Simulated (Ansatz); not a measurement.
# Work function of Ir(110): what the settings cost and change

How far do functional and pseudopotentials move the work function of Ir(110), and at what cost?

Method: plane-wave DFT, PBE, Ansatz PAW, in the first sound run; inputs show where later runs differ, in Ansatz 0.2.0.

### 1. The starting structure

The cell holds 7 atoms: 7 Ir. Its edges and angles: a = 3.840 Å, b = 2.715 Å, c = 26.146 Å, α = 90.0°, β = 90.0°, γ = 90.0°. Vacuum lies along c.

### 2. Slab, setting PBE, Ansatz PAW (420 eV)

A work function rests on the faint tail of the density, so the SCF threshold is tight. PBE on the default files comes first; the next runs keep the geometry and change functional or files, each at the cutoff that its files recommend; a relaxation and, for heavy metals, spin-orbit coupling close the ladder.

The input, input.yaml:

```yaml
crystal:
  lattice:
    - [3.84, 0.0, 0.0]
    - [0.0, 2.7152900398, 0.0]
    - [0.0, 0.0, 26.1458701193]
  atoms:
    - { symbol: Ir, position: [0.0, 0.0, 0.3442226233] }
    - { symbol: Ir, position: [0.5, 0.5, 0.3961484155] }
    - { symbol: Ir, position: [0.0, 0.0, 0.4480742078] }
    - { symbol: Ir, position: [0.5, 0.5, 0.5] }
    - { symbol: Ir, position: [0.0, 0.0, 0.5519257922] }
    - { symbol: Ir, position: [0.5, 0.5, 0.6038515845] }
    - { symbol: Ir, position: [0.0, 0.0, 0.6557773767] }
kpoints:
  mp_grid: { grid: [11, 15, 1] }
hamiltonian:
  xc: pbe
scf:
  occupations: { method: fermi_dirac, width: 0.1 }
  convergence: { dr2_threshold: 1.0e-09 }
efield:
  axis: 3
  dipole_correction: true
  ramp_position: 0.97
  ramp_width: 0.06
output:
  write_potential: true
  write_density: true
  volumetric_format: npy
  elf: true
```

The run is started by

```sh
ansatz run input.yaml --threads 4 --pin off --max-ram 6144MiB --backend cpu --events-out ev --progress --plain --runs-dir out
```

Log:

```text
Engine: ansatz 0.2.0, aarch64-unknown-linux-gnu
Pseudopotentials: kind: paw
Pseudopotential: Ir, paw, valence charge 17, recommended cutoff 420 eV (normal), Ir.paw.azcp
Functional definition: PBE
  parameter kappa = 0.804
  parameter beta = 0.066725
  exchange = pbe_x(kappa = kappa, mu = beta*pi^2/3)
  correlation = pbe_c(beta = beta)
Crystal: 7 atoms, lattice volume = 272.616 Å³
Basis set: ecut = 420 eV, 5359 PW (Γ)
Bands: 72, of which v1, the nominal top of the filled ones, is band 60 counted from 1 (59 counted from 0)
Symmetry: 4 space group operations
k-points: 48 of 165
Non-local potential: Ir, projectors of the file, l = 0: 3, l = 1: 2, l = 2: 2, l = 3: 1
PAW form: soft (Blöchl's): semilocal exchange-correlation on the pseudo side does not see the compensation charge
PAW one-centre angular grid: Ir, 590 points (default); XC on 64 Gauss nodes
Initial density: superposition of atomic densities (neutral atoms: chi_scale 0, normalization atom), corrected by the library's trained network
Initial wavefunctions: pseudopotential atomic-orbital guess
Functional: x = pbe(κ = 0.804, μ = 0.219515), c = pbe(β = 0.066725)
SCF iter   1: F=—  HF=-83543.388163 eV  |F-HF|=—  |Δ(HF+E_count)|=         —  Δρ=9.32e-3  dr2=1.74e0  ethr=1.77e-3  p=-0.000 e·Å  D=-1.05e-13 V/Å  ΔV_dip=0.00 eV  dr2_dipole=3.85e-8  V_vac-E_F(+/−)=4.72/4.72 eV  ⟨swp⟩=7.5  Hψ=14663  notcnv=0  defer=25
efield: sawtooth ramp at fractional position 0.9700 (set: `efield.ramp_position`, or a place that a band, a saddle search or an elastic batch's reference lends), width 0.0600; the density the first Hamiltonian is built on has a dipole p = -0.000 e·Å; the dipole correction subtracts the counter field D = -1.05e-13 V/Å, which shifts the + side's vacuum level by +0.00 eV against the − side's; the planar-averaged density in the ramp window peaks in size at 7.1e-6 e/Å³
preconditioner: auto → LDOS  [metal: Δε(μ)=0.021 eV  Ē_g=6.121 eV  σ=0.100 eV  W_gap=0.05  n_scr=58 (ndim 8)  ℏωp=17.9 eV  f_vac=0.569  D(μ)=8.33/eV (n_scr^D=54)  β→1.0]
SCF iter   2: F=—  HF=-83543.355126 eV  |F-HF|=—  |Δ(HF+E_count)|=   3.30e-2  Δρ=3.03e-3  dr2=6.09e-2  ethr=1.46e-3  p=0.000 e·Å  D=1.52e-5 V/Å  ΔV_dip=-0.00 eV  dr2_dipole=1.35e-7  V_vac-E_F(+/−)=5.04/5.04 eV  ⟨swp⟩=2.4  Hψ=4189  notcnv=0  defer=39
SCF iter   3: F=—  HF=-83543.350814 eV  |F-HF|=—  |Δ(HF+E_count)|=   4.31e-3  Δρ=1.06e-3  dr2=7.75e-3  ethr=5.12e-5  p=0.000 e·Å  D=1.43e-7 V/Å  ΔV_dip=-0.00 eV  dr2_dipole=2.42e-9  V_vac-E_F(+/−)=4.99/4.99 eV  ⟨swp⟩=2.4  Hψ=5490  notcnv=0  defer=39
SCF iter   4: F=—  HF=-83543.349459 eV  |F-HF|=—  |Δ(HF+E_count)|=   1.35e-3  Δρ=2.85e-4  dr2=4.19e-4  ethr=6.51e-6  p=0.000 e·Å  D=1.63e-6 V/Å  ΔV_dip=-0.00 eV  dr2_dipole=2.42e-10  V_vac-E_F(+/−)=5.02/5.02 eV  ⟨swp⟩=2.1  Hψ=5155  notcnv=0  defer=39
SCF iter   5: F=—  HF=-83543.349459 eV  |F-HF|=—  |Δ(HF+E_count)|=   4.45e-7  Δρ=8.59e-5  dr2=6.41e-5  ethr=3.52e-7  p=0.000 e·Å  D=8.16e-7 V/Å  ΔV_dip=-0.00 eV  dr2_dipole=7.65e-11  V_vac-E_F(+/−)=5.03/5.03 eV  ⟨swp⟩=3.2  Hψ=6668  notcnv=0  defer=39
SCF iter   6: F=—  HF=-83543.349459 eV  |F-HF|=—  |Δ(HF+E_count)|=   1.63e-7  Δρ=2.50e-5  dr2=2.41e-6  ethr=5.39e-8  p=0.000 e·Å  D=2.50e-7 V/Å  ΔV_dip=-0.00 eV  dr2_dipole=2.88e-11  V_vac-E_F(+/−)=5.03/5.03 eV  ⟨swp⟩=2.0  Hψ=4981  notcnv=0  defer=39
SCF iter   7: F=—  HF=-83543.348909 eV  |F-HF|=—  |Δ(HF+E_count)|=   5.49e-4  Δρ=8.77e-6  dr2=2.18e-7  ethr=2.02e-9  p=0.000 e·Å  D=1.21e-7 V/Å  ΔV_dip=-0.00 eV  dr2_dipole=1.13e-12  V_vac-E_F(+/−)=5.03/5.03 eV  ⟨swp⟩=2.7  Hψ=6198  notcnv=0  defer=37
SCF iter   8: F=—  HF=-83543.348910 eV  |F-HF|=—  |Δ(HF+E_count)|=   6.82e-7  Δρ=2.75e-6  dr2=3.03e-8  ethr=1.83e-10  p=0.000 e·Å  D=3.21e-8 V/Å  ΔV_dip=-0.00 eV  dr2_dipole=1.77e-13  V_vac-E_F(+/−)=5.03/5.03 eV  ⟨swp⟩=2.4  Hψ=5757  notcnv=0  defer=37
SCF iter   9: F=—  HF=-83543.348910 eV  |F-HF|=—  |Δ(HF+E_count)|=   3.72e-8  Δρ=9.89e-7  dr2=4.28e-9  ethr=2.55e-11  p=0.000 e·Å  D=1.02e-8 V/Å  ΔV_dip=-0.00 eV  dr2_dipole=1.57e-14  V_vac-E_F(+/−)=5.03/5.03 eV  ⟨swp⟩=2.6  Hψ=6085  notcnv=0  defer=37
SCF iter  10: F=-83543.348910 eV  HF=-83543.348910 eV  |F-HF|=7.71e-10  |Δ(HF+E_count)|=   5.01e-9  Δρ=2.62e-7  dr2=2.04e-10  ethr=1.00e-12  p=-0.000 e·Å  D=-1.07e-9 V/Å  ΔV_dip=0.00 eV  dr2_dipole=1.55e-14  V_vac-E_F(+/−)=5.03/5.03 eV  ⟨swp⟩=10.0  Hψ=9516  notcnv=0
SCF 1 converged in 10 iterations: F = -83543.348910 eV  dr2 = 2.04e-10
  greatest PAW one-centre occupation: 1.000 electrons in one spin orbital (limit 2), on the Ir atom at site 2 (counted from 0), in its partial waves of l = 0
WARN: The output density's exchange-correlation potential varies sharply where the density is thin. Do not read a vacuum level from v_tot or v_xc, or from such a field of the output density. On a cell that repeats whose density bears no net charge and no dipole along the vacuum's axis use v_es (v_loc + v_h of the components); under efield.dipole_correction with no amplitude use v_es + v_field, which holds any externa [...]
SCF converged after 10 iterations
Free energy (F): -83543.348910 eV
Harris-Foulkes:  -83543.348910 eV  (|F-HF|=7.71e-10)
Internal energy: -83543.060002 eV  (E = F + TS)
E sigma→0 (E₀):  -83543.204456 eV
Entropy (-TS):   -0.288908 eV (-41.273 meV/atom)
Fermi energy:    6.135834 eV
Dipole field:    D = 0.000000 V/Å  (p = 0.000000 e·Å, saw-weighted, corrected)
Work function:   Φ+ = 5.0315 eV   Φ− = 5.0315 eV
Levels:          The Fermi level and band energies are counted from a zero that moves with the ramp; work functions are not
--- Per-component energies (eV) ---
  E_band       = -2871.611596
  E_kinetic    = 4351.855403
  E_local      = -225160.480462  (includes V_loc(G=0)·N_el)
  E_nonlocal   = 511.229243
  E_hartree    = 110570.543808
  E_xc         = -1869.252073
  E_vxc        = -2091.629461  (∫ρ·V_xc dr)
  E_paw        = -64564.139384  (= ΣΔE_a)
  E_vpaw       = -1623.676906  (= ΣTr[D̂ρ^β])
  E_aug_tail   = 0.000385  (compensation charges beyond the density's cutoff)
  E_efield     = 0.000000  (sawtooth field / dipole correction)
  E_vefield    = 0.000000  (∫n·V_field dr)
  E_ewald      = 92617.183077
  E_smearing   = -0.288908  (= −TS)
  E_closure    = -0.000000  (closes the sum)
  Σ components = -83543.348910   (vs F -83543.348910, Δ=0.00e0)
--- Band table (eV; the first three rows and the last of 48) ---
  k-point 0: bands = [... 56 lower, 5.1484, 5.3003, 5.4339, 5.5697, 6.2198, 6.3788, 6.6433, 6.6670, ... 8 higher]
  k-point 1: bands = [... 56 lower, 5.0986, 5.4023, 5.5252, 5.5885, 6.1746, 6.4177, 6.4874, 6.6398, ... 8 higher]
  k-point 2: bands = [... 56 lower, 5.1985, 5.4451, 5.5077, 5.6347, 6.2288, 6.2382, 6.3040, 6.3504, ... 8 higher]
  k-point 47: bands = [... 56 lower, 6.4850, 6.6663, 6.9271, 6.9491, 6.9675, 7.0395, 7.2472, 7.2616, ... 8 higher]
```

Wall time 82 s (4 threads of Arm Neoverse N1, shared host); peak memory 1.3 GiB; 4.6 min of CPU time.

The column dr2 measures how far the density is from self-consistency, as an energy; F and HF (Harris–Foulkes) agree once it is small.

Read from the output:

- energy at zero smearing: -83543.2045 eV
- work function, upper face: 5.031 eV

Running mean over 1.358 Å of the planar mean; the ramp of the sawtooth is left out. Electron's electrostatic potential energy less the Fermi level against z:

| z (Å) | electron's electrostatic potential energy less the Fermi level (eV) |
| --- | --- |
| 3.5 | 5.03 |
| 4.0 | 5.03 |
| 4.5 | 5.03 |
| 5.0 | 5.03 |
| 5.5 | 5.02 |
| 6.0 | 5.00 |
| 6.5 | 4.93 |
| 7.0 | 4.65 |
| 7.5 | 3.54 |
| 8.0 | -0.306 |
| 8.5 | -6.50 |
| 9.0 | -11.2 |
| 9.5 | -12.7 |
| 10.0 | -13.2 |
| 10.5 | -13.4 |
| 11.0 | -13.5 |
| 11.5 | -13.5 |
| 12.0 | -13.5 |
| 12.5 | -13.5 |
| 13.0 | -13.5 |
| 13.5 | -13.5 |
| 14.0 | -13.5 |
| 14.5 | -13.5 |
| 15.0 | -13.5 |
| 15.5 | -13.5 |
| 16.0 | -13.2 |
| 16.5 | -12.9 |
| 17.0 | -11.9 |
| 17.5 | -8.17 |
| 18.0 | -2.03 |
| 18.5 | 2.78 |
| 19.0 | 4.47 |
| 19.5 | 4.88 |
| 20.0 | 4.99 |
| 20.5 | 5.02 |
| 21.0 | 5.03 |
| 21.5 | 5.03 |
| 22.0 | 5.03 |
| 22.5 | 5.03 |
| 23.0 | 5.03 |

Electrostatic potential energy in the ca plane at fractional y = 0.000, with atoms of Ir within 0.2 Å of it. With pseudopotentials it is smooth inside the atoms' cores, unlike the true potential.

Values in eV, 6 rows by 16 columns, each cell a mean:
```
 11   8 -29 -42   1 -45 -28  -6 -53 -12 -19 -49   1  11  11  11
 11  10   1  -2   6  -3   1   5  -5   4   3  -4   8  11  11  11
 11  11  10   8   4   7   6   5   8   5   6   9  11  11  11  11
 11  11   9   7   5   7   6   5   7   6   6   8  10  11  11  11
 11  10  -6 -12   5 -14  -6   3 -18   1  -2 -16   7  11  11  11
 11   8 -36 -50  -1 -53 -34 -10 -60 -16 -25 -56  -1  11  11  11
```
Columns run along c (16.0 Å, from fractional 0.24 to 0.85 of the cell; values clipped at the 3rd and 97th percentile), rows up along a (3.8 Å). Atoms in or near the plane, at fractional coordinates: Ir at (0.34, 0.00), Ir at (0.45, 0.00), Ir at (0.55, 0.00), Ir at (0.66, 0.00).

Valence density in the ca plane at fractional y = 0.000, with atoms of Ir within 0.2 Å of it. It is the smooth field of the valence electrons, not physical close to the nuclei.

Values in e/Å³, 6 rows by 16 columns, each cell a mean:
```
0.0 0.1 3.1 4.6 0.5 4.8 2.8 0.9 5.9 1.3 2.1 5.5 0.4 0.0 0.0 0.0
0.0 0.0 0.4 0.7 0.3 0.7 0.5 0.4 0.8 0.4 0.5 0.7 0.1 0.0 0.0 0.0
0.0 0.0 0.1 0.2 0.4 0.2 0.3 0.4 0.2 0.3 0.3 0.1 0.0 0.0 0.0 0.0
0.0 0.0 0.1 0.3 0.4 0.3 0.3 0.4 0.3 0.3 0.3 0.2 0.0 0.0 0.0 0.0
0.0 0.0 0.9 1.4 0.4 1.5 0.9 0.4 1.8 0.5 0.7 1.6 0.1 0.0 0.0 0.0
0.0 0.1 4.0 5.8 0.6 6.1 3.7 1.1 7.4 1.7 2.8 6.9 0.5 0.0 0.0 0.0
```
Columns run along c (16.0 Å, from fractional 0.24 to 0.85 of the cell), rows up along a (3.8 Å). Atoms in or near the plane, at fractional coordinates: Ir at (0.34, 0.00), Ir at (0.45, 0.00), Ir at (0.55, 0.00), Ir at (0.66, 0.00).

ELF in the ca plane at fractional y = 0.000, with atoms of Ir within 0.2 Å of it. It is the smooth field of the valence electrons, not physical close to the nuclei.

Values, 6 rows by 16 columns, each cell a mean:
```
0.03 0.14 0.50 0.55 0.29 0.55 0.45 0.34 0.61 0.35 0.43 0.60 0.24 0.06 0.01 0.00
0.02 0.10 0.25 0.33 0.29 0.31 0.29 0.30 0.32 0.29 0.30 0.31 0.15 0.04 0.00 0.00
0.01 0.05 0.15 0.26 0.33 0.21 0.26 0.32 0.19 0.30 0.29 0.19 0.09 0.02 0.00 0.00
0.01 0.07 0.17 0.27 0.32 0.23 0.27 0.31 0.21 0.30 0.29 0.21 0.11 0.02 0.00 0.00
0.02 0.12 0.32 0.39 0.28 0.39 0.33 0.29 0.42 0.29 0.32 0.42 0.18 0.05 0.01 0.00
0.03 0.15 0.52 0.54 0.31 0.55 0.48 0.38 0.58 0.39 0.47 0.58 0.26 0.06 0.01 0.00
```
Columns run along c (16.0 Å, from fractional 0.24 to 0.85 of the cell), rows up along a (3.8 Å). Atoms in or near the plane, at fractional coordinates: Ir at (0.34, 0.00), Ir at (0.45, 0.00), Ir at (0.55, 0.00), Ir at (0.66, 0.00).

The work function is 5.031 eV.

### 3. Slab

This step: plane-wave DFT, LDA, Ansatz PAW (Ansatz 0.2.0).

input.yaml, as its differences from that of step 2:

```diff
@@ -16,3 +16,3 @@
 hamiltonian:
-  xc: pbe
+  xc: lda
 scf:
@@ -29,2 +29 @@
   volumetric_format: npy
-  elf: true
```

Log:

```text
[...]
Crystal: 7 atoms, lattice volume = 272.616 Å³
Basis set: ecut = 420 eV, 5359 PW (Γ)
Bands: 72, of which v1, the nominal top of the filled ones, is band 60 counted from 1 (59 counted from 0)
Symmetry: 4 space group operations
k-points: 48 of 165
[...]
k-point 0: bands = [... 56 lower, 4.7964, 4.9286, 5.0859, 5.2069, 5.8743, 6.0096, 6.2764, 6.3048, ... 8 higher]
  k-point 1: bands = [... 56 lower, 4.7475, 5.0317, 5.1771, 5.2289, 5.8264, 6.0543, 6.1192, 6.2829, ... 8 higher]
  k-point 2: bands = [... 56 lower, 4.8459, 5.0784, 5.1545, 5.2871, 5.8735, 5.8763, 5.9579, 5.9852, ... 8 higher]
  k-point 47: bands = [... 56 lower, 6.1352, 6.2946, 6.5671, 6.5825, 6.6134, 6.6824, 6.8767, 6.8994, ... 8 higher]
[key lines of the parts left out:]
SCF converged after 10 iterations
Free energy (F): -81638.852486 eV
Fermi energy:    5.778205 eV
Dipole field:    D = 0.000000 V/Å  (p = 0.000000 e·Å, saw-weighted, corrected)
Work function:   Φ+ = 5.3889 eV   Φ− = 5.3889 eV
```

The job ended after 78 s (4 threads; peak memory 1.2 GiB).

The work function is 5.389 eV, +0.357 eV from the run “PBE, Ansatz PAW (420 eV)”, at 0.97 times its CPU time.

### 4. Run

This step: plane-wave DFT, PBEsol, Ansatz PAW (Ansatz 0.2.0).

input.yaml, as its differences from that of step 3:

```diff
@@ -16,3 +16,3 @@
 hamiltonian:
-  xc: lda
+  xc: pbesol
 scf:
```

Log:

```text
[...]
Crystal: 7 atoms, lattice volume = 272.616 Å³
Basis set: ecut = 420 eV, 5359 PW (Γ)
Bands: 72, of which v1, the nominal top of the filled ones, is band 60 counted from 1 (59 counted from 0)
Symmetry: 4 space group operations
k-points: 48 of 165
[...]
k-point 0: bands = [... 56 lower, 5.0190, 5.1582, 5.3032, 5.4382, 6.0912, 6.2398, 6.5125, 6.5291, ... 8 higher]
  k-point 1: bands = [... 56 lower, 4.9688, 5.2600, 5.3961, 5.4572, 6.0451, 6.2796, 6.3473, 6.5120, ... 8 higher]
  k-point 2: bands = [... 56 lower, 5.0665, 5.3035, 5.3765, 5.5070, 6.0970, 6.0994, 6.1764, 6.2125, ... 8 higher]
  k-point 47: bands = [... 56 lower, 6.3397, 6.5249, 6.7942, 6.8138, 6.8196, 6.8997, 7.1093, 7.1259, ... 8 higher]
[key lines of the parts left out:]
SCF converged after 11 iterations
Free energy (F): -82588.707231 eV
Fermi energy:    6.000506 eV
Dipole field:    D = 0.000000 V/Å  (p = 0.000000 e·Å, saw-weighted, corrected)
Work function:   Φ+ = 5.1429 eV   Φ− = 5.1429 eV
```

The job ended after 80 s (4 threads; peak memory 1.3 GiB; 4.7 min of CPU time).

The work function is 5.143 eV, +0.111 eV from the run “PBE, Ansatz PAW (420 eV)”, at 1.0 times its CPU time.

### 5. Slab

This step: plane-wave DFT, RPBE, Ansatz PAW (Ansatz 0.2.0).

input.yaml, as its differences from that of step 4:

```diff
@@ -16,3 +16,3 @@
 hamiltonian:
-  xc: pbesol
+  xc: rpbe
 scf:
```

Log:

```text
[...]
Crystal: 7 atoms, lattice volume = 272.616 Å³
Basis set: ecut = 420 eV, 5359 PW (Γ)
Bands: 72, of which v1, the nominal top of the filled ones, is band 60 counted from 1 (59 counted from 0)
Symmetry: 4 space group operations
k-points: 48 of 165
[...]
k-point 0: bands = [... 56 lower, 5.2780, 5.4315, 5.5588, 5.7071, 6.3427, 6.5084, 6.7820, 6.7954, ... 8 higher]
  k-point 1: bands = [... 56 lower, 5.2259, 5.5331, 5.6509, 5.7241, 6.2989, 6.5463, 6.6168, 6.7714, ... 8 higher]
  k-point 2: bands = [... 56 lower, 5.3268, 5.5748, 5.6382, 5.7607, 6.3562, 6.3673, 6.4288, 6.4792, ... 8 higher]
  k-point 47: bands = [... 56 lower, 6.6123, 6.7987, 7.0544, 7.0788, 7.0974, 7.1684, 7.3767, 7.3896, ... 8 higher]
[key lines of the parts left out:]
SCF converged after 10 iterations
Free energy (F): -83637.777193 eV
Fermi energy:    6.264174 eV
Dipole field:    D = 0.000000 V/Å  (p = 0.000000 e·Å, saw-weighted, corrected)
Work function:   Φ+ = 4.8733 eV   Φ− = 4.8733 eV
```

Run time: 75 s. Hardware: 4 threads; peak memory 1.3 GiB.

The work function is 4.873 eV, -0.158 eV from the run “PBE, Ansatz PAW (420 eV)”, at 0.96 times its CPU time.

### 6. Run

This step: plane-wave DFT, r2SCAN, Ansatz PAW (Ansatz 0.2.0).

input.yaml, as its differences from that of step 5:

```diff
@@ -16,3 +16,3 @@
 hamiltonian:
-  xc: rpbe
+  xc: r2scan
 scf:
```

Log:

```text
[...]
Crystal: 7 atoms, lattice volume = 272.616 Å³
Basis set: ecut = 500 eV, 6861 PW (Γ), exchange–correlation on 120×80×768 points (64 copies of the dense FFT grid, shifted against one another)
Bands: 72, of which v1, the nominal top of the filled ones, is band 60 counted from 1 (59 counted from 0)
Symmetry: 4 space group operations
k-points: 48 of 165
[...]
k-point 0: bands = [... 56 lower, 4.9833, 5.1870, 5.2571, 5.4642, 6.0750, 6.3074, 6.5977, 6.6053, ... 8 higher]
  k-point 1: bands = [... 56 lower, 4.9146, 5.2914, 5.3579, 5.4708, 6.0391, 6.3470, 6.4203, 6.5368, ... 8 higher]
  k-point 2: bands = [... 56 lower, 5.0263, 5.3317, 5.3573, 5.4696, 6.1149, 6.1610, 6.1643, 6.2787, ... 8 higher]
  k-point 47: bands = [... 56 lower, 6.4045, 6.6224, 6.8512, 6.8917, 6.9218, 6.9982, 7.2209, 7.2313, ... 8 higher]
[key lines of the parts left out:]
SCF converged after 15 iterations
Free energy (F): -83636.829850 eV
Fermi energy:    6.029675 eV
Dipole field:    D = 0.000002 V/Å  (p = 0.000003 e·Å, saw-weighted, corrected)
Work function:   Φ+ = 5.0491 eV   Φ− = 5.0491 eV
```

Run time: 3.2 min. Hardware: 4 threads; peak memory 1.9 GiB; 12 min of CPU time.

The work function is 5.049 eV, +0.018 eV from the run “PBE, Ansatz PAW (420 eV)”, at 2.5 times its CPU time.

### 7. Run

This step: plane-wave DFT, PBE, JTH PAW (Ansatz 0.2.0).

input.yaml, as its differences from that of step 6:

```diff
@@ -16,3 +16,4 @@
 hamiltonian:
-  xc: r2scan
+  xc: pbe
+  pseudopotentials: { kind: paw, source: jth }
 scf:
```

Log:

```text
[...]
k-point 0: bands = [... 49 lower, 4.9332, 5.0852, 5.2186, 5.3522, 6.0033, 6.1627, 6.4242, 6.4492, ... 6 higher]
  k-point 1: bands = [... 49 lower, 4.8851, 5.1865, 5.3099, 5.3713, 5.9579, 6.2005, 6.2699, 6.4222, ... 6 higher]
  k-point 2: bands = [... 49 lower, 4.9841, 5.2287, 5.2915, 5.4193, 6.0121, 6.0197, 6.0879, 6.1343, ... 6 higher]
  k-point 47: bands = [... 49 lower, 6.2639, 6.4465, 6.7102, 6.7303, 6.7459, 6.8201, 7.0307, 7.0442, ... 6 higher]
[key lines of the parts left out:]
SCF converged after 12 iterations
Free energy (F): -78111.437302 eV
Fermi energy:    5.919080 eV
Dipole field:    D = 0.000000 V/Å  (p = 0.000000 e·Å, saw-weighted, corrected)
Work function:   Φ+ = 5.0347 eV   Φ− = 5.0347 eV
```

The job ended after 4.9 min (4 threads; peak memory 2.2 GiB; 18 min of CPU time).

The work function is 5.035 eV, +0.003 eV from the run “PBE, Ansatz PAW (420 eV)”, at 3.9 times its CPU time.

### 8. Run

This step: plane-wave DFT, PBE, norm-conserving (Ansatz 0.2.0).

input.yaml, as its differences from that of step 7:

```diff
@@ -17,3 +17,3 @@
   xc: pbe
-  pseudopotentials: { kind: paw, source: jth }
+  pseudopotentials: { kind: nc }
 scf:
```

Log:

```text
[...]
Crystal: 7 atoms, lattice volume = 272.616 Å³
Basis set: ecut = 925.187132 eV, 17519 PW (Γ)
Bands: 72, of which v1, the nominal top of the filled ones, is band 60 counted from 1 (59 counted from 0)
Symmetry: 4 space group operations
k-points: 48 of 165
[...]
k-point 0: bands = [... 56 lower, 5.1928, 5.3417, 5.4784, 5.6129, 6.2642, 6.4201, 6.6864, 6.7102, ... 8 higher]
  k-point 1: bands = [... 56 lower, 5.1435, 5.4436, 5.5697, 5.6320, 6.2188, 6.4606, 6.5287, 6.6838, ... 8 higher]
  k-point 2: bands = [... 56 lower, 5.2427, 5.4868, 5.5518, 5.6793, 6.2728, 6.2804, 6.3484, 6.3932, ... 8 higher]
  k-point 47: bands = [... 56 lower, 6.5295, 6.7074, 6.9700, 6.9907, 7.0119, 7.0830, 7.2889, 7.3042, ... 8 higher]
[key lines of the parts left out:]
SCF converged after 9 iterations
Free energy (F): -25141.428940 eV
Fermi energy:    6.179267 eV
Dipole field:    D = 0.000001 V/Å  (p = 0.000002 e·Å, saw-weighted, corrected)
Work function:   Φ+ = 5.0314 eV   Φ− = 5.0314 eV
```

Elapsed: 4.4 min, on 4 threads; peak memory 3.1 GiB.

The work function is 5.031 eV, -0.000 eV from the run “PBE, Ansatz PAW (420 eV)”, at 3.6 times its CPU time.

[end of part 1 of 2]

[Long decimals in the printed logs are rounded to 6 places.]

[Logs are printed without paths, hosts, clocks, repeated set-up lines and the standing remarks that a program may print on its own settings, such as how far it seeks lower states.]

[Hosts, paths, dates, database ids (printed as entryN), source tags and the programs' standing remarks are cut or masked in the printed files.]

[Maps of the electrostatic potential energy from Ansatz leave out the sawtooth potential of an applied field or a dipole correction, so their vacuum need not be flat; planar profiles and work functions include it.]
